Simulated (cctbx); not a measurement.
# Accept or mend?

Cell a = 7.6920 Å, b = 7.6920 Å, c = 3.9590 Å, α = 90.00°, β = 90.00°, γ = 90.00°; space group P4_2/mnm (no. 136). The compound is YbZn4As2.

The data are simulated with cctbx, not measured: Mo Kα, λ = 0.71073 Å, to d = 0.75 Å, 95 % of the full sphere, strongest reflection 70000 counts, noise from counting, a 1.5 % proportional error and a noise floor of 15 counts (s.d.); no absorption, and some extinction, which the refinements don't model.

An anisotropic refinement with weights 1/σ² prints:

```text
Rint 0.017, 24 unique reflections to 1.60 A
cycle     R1     wR2    GooF  max shift (A)
   1  0.0071  0.0117   1.682   0.00128
   2  0.0040  0.0066   0.950   0.00000
final R1 0.0040 wR2 0.0066 GooF 0.950  parameters 13  data/parameter 1.8
atom        x        y        z      Ueq    occ   su(xyz)  su(Uiso or U11)
Yb1    0.00000  0.00000  0.50000   0.0091  1.000  0.00000  0.0008
As1    0.78411  0.21589  0.00000   0.0145  1.000  0.00010  0.0011
Zn1    0.65324  0.90603  0.00000   0.0149  1.000  0.00013  0.0011
difference map: max 0.05 min -0.15 rms 0.03
Q1    0.0000  0.5000  0.2500    4    0.05  1.70 A from Zn1
Q2    0.0360  0.8039  0.2577   16    0.05  1.73 A from As1
Q3    0.1433  0.8567  0.2367    8    0.04  1.23 A from As1
```

**Question.** Can this result stand? If not, what is the likely fault?

Mend it. The fault: data cut at low resolution. Against the right model at the same level, R1 goes from 0.0059 to 0.0040 and GooF from 1.07 to 0.95. The atoms are right, but there are too few data for the parameters: R1 flatters and the s.u.s grow. Data per parameter fall from 14.2 to 1.8.

The compound is YbZn4As2. The right model at the same level gives:

```text
Rint 0.019, 185 unique reflections to 0.75 A
cycle     R1     wR2    GooF  max shift (A)
   1  0.0089  0.0177   1.846   0.00017
   2  0.0059  0.0103   1.074   0.00000
final R1 0.0059 wR2 0.0103 GooF 1.074  parameters 13  data/parameter 14.2
atom        x        y        z      Ueq    occ   su(xyz)  su(Uiso or U11)
Yb1    0.00000  0.00000  0.50000   0.0097  1.000  0.00000  0.0001
As1    0.78410  0.21590  0.00000   0.0147  1.000  0.00003  0.0001
Zn1    0.65338  0.90615  0.00000   0.0145  1.000  0.00003  0.0001
difference map: max 0.41 min -0.46 rms 0.12
Q1    0.0501  0.0501  0.2428    8    0.43  1.15 A from Yb1
Q2    0.1939  0.8061  0.3156    8    0.41  1.27 A from As1
Q3    0.0336  0.8626  0.2309   16    0.41  1.52 A from Yb1
Q4    0.2359  0.2359  0.3542    8    0.35  0.78 A from As1
Q5    0.0791  0.8081  0.5000    8    0.33  1.60 A from Yb1
Q6    0.1308  0.7683  0.1683   16    0.32  0.94 A from As1
```

The model was made for the exercise: a known structure type with other elements put in, its volume estimated, not relaxed; displacement parameters are assumed.

[Middle refinement cycles are left out of these outputs.]

[Logs are printed without paths, hosts, clocks, repeated set-up lines and the standing remarks that a program may print on its own settings, such as how far it seeks lower states.]
